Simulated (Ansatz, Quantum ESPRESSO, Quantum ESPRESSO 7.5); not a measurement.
# Band edges of 2H-TiCl2, 1 layer under strain

How do the band edges of 2H-TiCl2, 1 layer move against the vacuum when the sheet is stretched?

Method: plane-wave DFT, PBE, GBRV ultrasoft pseudopotentials (geometry by Ansatz 0.2.0 with PAW datasets; geometry under PBE), in Quantum ESPRESSO 7.5.

**1. The starting structure**

The cell holds 3 atoms: 2 Cl and 1 Ti. Its edges and angles: a = 3.377 Å, b = 3.377 Å, c = 18.319 Å, α = 90.0°, β = 90.0°, γ = 120.0°. It derives from TiCl2. Vacuum lies along c.

This sheet is a model structure: its symmetry is held, and its stability is not tested here.

**2. Relaxation with Ansatz**

The geometry comes first, from a plane-wave PAW code, so that the later runs on this slab share one structure.

input.yaml reads:

```yaml
crystal:
  lattice:
    - [3.37656, 0.0, 0.0]
    - [-1.68828, 2.9241867374, 0.0]
    - [0.0, 0.0, 18.3185624531]
  atoms:
    - { symbol: Cl, position: [0.3333333333, 0.6666666667, 0.409420773] }
    - { symbol: Ti, position: [0.0, 0.0, 0.5] }
    - { symbol: Cl, position: [0.3333333333, 0.6666666667, 0.590579227] }
kpoints:
  mp_grid: { grid: [12, 12, 1] }
hamiltonian:
  xc: pbe
scf:
  occupations: { method: fermi_dirac, width: 0.05 }
  convergence: { dr2_threshold: 1.0e-08 }
efield:
  axis: 3
  dipole_correction: true
  ramp_position: 0.97
  ramp_width: 0.04
relax:
  f_tol: 0.01
  cell: { fix: [c, alpha, beta] }
output:
  write_potential: true
  write_density: true
  volumetric_format: npy
```

Command:

```console
$ ansatz run input.yaml --threads 2 --pin off --max-ram 4096MiB --backend cpu --events-out ev --progress --plain --runs-dir out
```

The runs that follow: the script; the script: LDA, GBRV ultrasoft; worked from the printed numbers. Settings of the main run: cutoff 40 Ry, smearing, fd smearing, smearing width 0.002 Ry, SCF threshold 1.00e-9, maxstep 100, strains (-0.03, -0.015, 0, 0.015, 0.03), filled 13, k 12, k2 12, gbrv-pbe-1.5 potentials, 12×12×1 k-mesh, assume isolated esm, esm bc bc1.

Before running: what should come out for the C11 + C12, heights clamped, PBE, GBRV ultrasoft; and gap on the mesh at zero strain, PBE, GBRV ultrasoft?

The sheet's biaxial stiffness comes to 116 N/m and its gap at zero strain to 0.94 eV (PBE, GBRV ultrasoft). From −3 % to +3 % the gap on the mesh goes from 0.93 to 0.93 eV; it is indirect at every strain. Heights are clamped under strain, which makes a sheet with several atomic planes too stiff.

* C11 + C12, heights clamped, PBE, GBRV ultrasoft: 116 N/m
* gap on the mesh at zero strain, PBE, GBRV ultrasoft: 0.94 eV
* valence top below the vacuum at zero strain, PBE, GBRV ultrasoft: 4.26 eV
* shift of the valence top per unit biaxial strain, PBE, GBRV ultrasoft: -4.8 eV
* shift of the conduction bottom per unit biaxial strain, PBE, GBRV ultrasoft: -4.9 eV
* C11 + C12, heights clamped, LDA, GBRV ultrasoft: 105 N/m
* gap on the mesh at zero strain, LDA, GBRV ultrasoft: 0.93 eV
* valence top below the vacuum at zero strain, LDA, GBRV ultrasoft: 4.51 eV
* shift of the valence top per unit biaxial strain, LDA, GBRV ultrasoft: -4.6 eV
* shift of the conduction bottom per unit biaxial strain, LDA, GBRV ultrasoft: -4.6 eV

Zero strain is the PBE cell; under LDA the energy is lowest at or beyond the end of the range, so its stiffness is taken away from its own minimum. Semilocal gaps are too small.

[Logs are printed without paths, hosts, clocks, repeated set-up lines and the standing remarks that a program may print on its own settings, such as how far it seeks lower states.]

[Hosts, paths, dates, database ids (printed as entryN), source tags and the programs' standing remarks are cut or masked in the printed files.]

[Maps of the electrostatic potential energy from Ansatz leave out the sawtooth potential of an applied field or a dipole correction, so their vacuum need not be flat; planar profiles and work functions include it.]
